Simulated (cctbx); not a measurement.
# InCuAg2Cl6: precision against data quality

Space group Fm-3m (no. 225), a = 10.2360 Å, b = 10.2360 Å, c = 10.2360 Å, α = 90.00°, β = 90.00°, γ = 90.00°.

```
atom  mult.    x    y       z  Ueq (Å²)
 In1      4    0    0       0    0.0044
 Ag1      8  1/4  3/4     3/4    0.0076
 Cu1      4  1/2    0       0    0.0079
 Cl1     24    0    0  0.7714    0.0073
```

This is a model crystal, built by substitution and not relaxed, with assumed displacement parameters.

Five simulated data sets (cctbx; Mo Kα, λ = 0.71073 Å; 2 % proportional error) differ in resolution or exposure (noise floor 8 counts in the first three, 8 in the last two). Each is refined with the right model, isotropic at 1.1 Å and anisotropic otherwise. How do the figures of merit and the uncertainties move?

```csv
d min (Å),top counts,"⟨I/σ⟩ (unmerged, absences included)",unique,param. (scale apart),Rint,R1,GooF,largest s.u. xyz (fractional),s.u. U of Cl1 (Å²),largest error (Å)
1.1,5000,2.4,38,5,0.039,0.0114,1.08,0.00025,0.0006,0.0006
0.84,5000,2.2,74,6,0.048,0.0100,0.84,0.00011,0.0003,0.0011
0.6,5000,1.6,170,6,0.065,0.0130,0.89,0.00006,0.0001,0.0006
0.75,300,0.3,96,6,0.389,0.0393,1.04,0.00082,0.0020,0.0030
0.75,3000,1.5,96,6,0.073,0.0171,1.03,0.00015,0.0004,0.0005
```

The number of reflections grows roughly as 1/d³: 38, 74 and 170 here. R1 follows the noise rather than the truth: at 300 counts it is 0.0393, at 3000 counts 0.0171, while GooF is 1.04 and 1.03: the weights 1/σ² carry the noise. The s.u. of U (U11 where anisotropic) for Cl1 goes 0.0006, 0.0003, 0.0001 Å² with resolution and 0.0020, 0.0004 Å² with exposure.

Hardware for the 0.6 Å refinement: 0.41 s on 1 thread of Arm Neoverse V2 (shared host), peak memory 0.09 GiB.

[Logs are printed without paths, hosts, clocks, repeated set-up lines and the standing remarks that a program may print on its own settings, such as how far it seeks lower states.]
